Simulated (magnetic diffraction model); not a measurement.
**Solving a magnetic structure from powder neutron data: CaCr2Ni2**

Space group I4/mmm (no. 139), a = 3.7450 Å, c = 10.5830 Å.

| site | atom | x | y | z |
| --- | --- | --- | --- | --- |
| 4e | Ni | 1/2 | 1/2 | 0.1110 |
| 4d | Cr | 0 | 1/2 | 1/4 |
| 2a | Ca | 0 | 0 | 0 |

The compound is invented for this exercise: a known structure type with other elements, its cell scaled to their sizes and not relaxed.

Only Cr is taken to order (form factors of Cr2+); orders and moment sizes are assumed, and not adapted to the symmetry. Radiation: neutrons of λ = 4.2 Å, 3° to 80°; isotropic B of 0.23 Å² (Ni), 0.29 Å² (Cr) and 0.33 Å² (Ca). Simulated constant-wavelength pattern: nuclear and magnetic terms add, the magnetic one as |2.695 fm × Σ f S⊥ exp(2πi Q·r) exp(−B s²)|², summed over all Q at one angle with the factor 1/(sin²θ cos θ). For collinear order S is the moment m, which repeats by lattice and centring translations R with the sign exp(−2πi k·R). Free-ion form factors, Sears's scattering lengths of 1992, no absorption; a label names one of the reflections at its angle. The strongest nuclear line in the range is 100, and lines under 0.2 are left out.

Above the ordering temperature:

| 2θ (°) | index | I |
| --- | --- | --- |
| 46.76 | (0 0 2) | 0.4 |
| 73.00 | (1 0 1) | 100.0 |

Below it (cell unchanged):

```tsv
2θ (°)	I
22.89	18.6
46.76	0.4
73.00	100.0
73.07	1.6
```

**Question.** Find the propagation vector, then choose among these models:
A. collinear moments along [101], 1.5 μB on Cr; signs + at (0, 1/2, 1/4), − at (1/2, 0, 1/4)
B. collinear moments along [101], 1.5 μB on Cr; signs + at (0, 1/2, 1/4), + at (1/2, 0, 1/4)
C. collinear moments along [111], 1.5 μB on Cr; signs + at (0, 1/2, 1/4), − at (1/2, 0, 1/4)
D. collinear moments along [111], 1.5 μB on Cr; signs + at (0, 1/2, 1/4), + at (1/2, 0, 1/4)

The new lines index as (0 0 1) at 22.89° and (0 0 3) at 73.07°, that is as H ± k with k = (0 1 0). The indices are whole but break the lattice centring, so the moments reverse under a centring translation, those with k·t a half-integer.

Magnetic intensity, observed (below minus above) and for each model:

| 2θ (°) | index | observed | A | B | C | D |
| --- | --- | --- | --- | --- | --- | --- |
| 22.89 | (0 0 1) | 18.6 | <0.2 | 10.3 | <0.2 | 18.6 |
| 68.22 | (1 0 0) | <0.2 | 17.6 | <0.2 | 16.8 | <0.2 |
| 73.07 | (0 0 3) | 1.6 | <0.2 | 0.9 | <0.2 | 1.6 |

Model D matches. Model B has the same shape and would fit too with moments 1.34 times as large, so only the size of the moment sets it apart.

The structure used: k = (0 1 0), collinear moments along [111], 1.5 μB on Cr; signs + at (0, 1/2, 1/4), + at (1/2, 0, 1/4).

[Logs are printed without paths, hosts, clocks, repeated set-up lines and the standing remarks that a program may print on its own settings, such as how far it seeks lower states.]
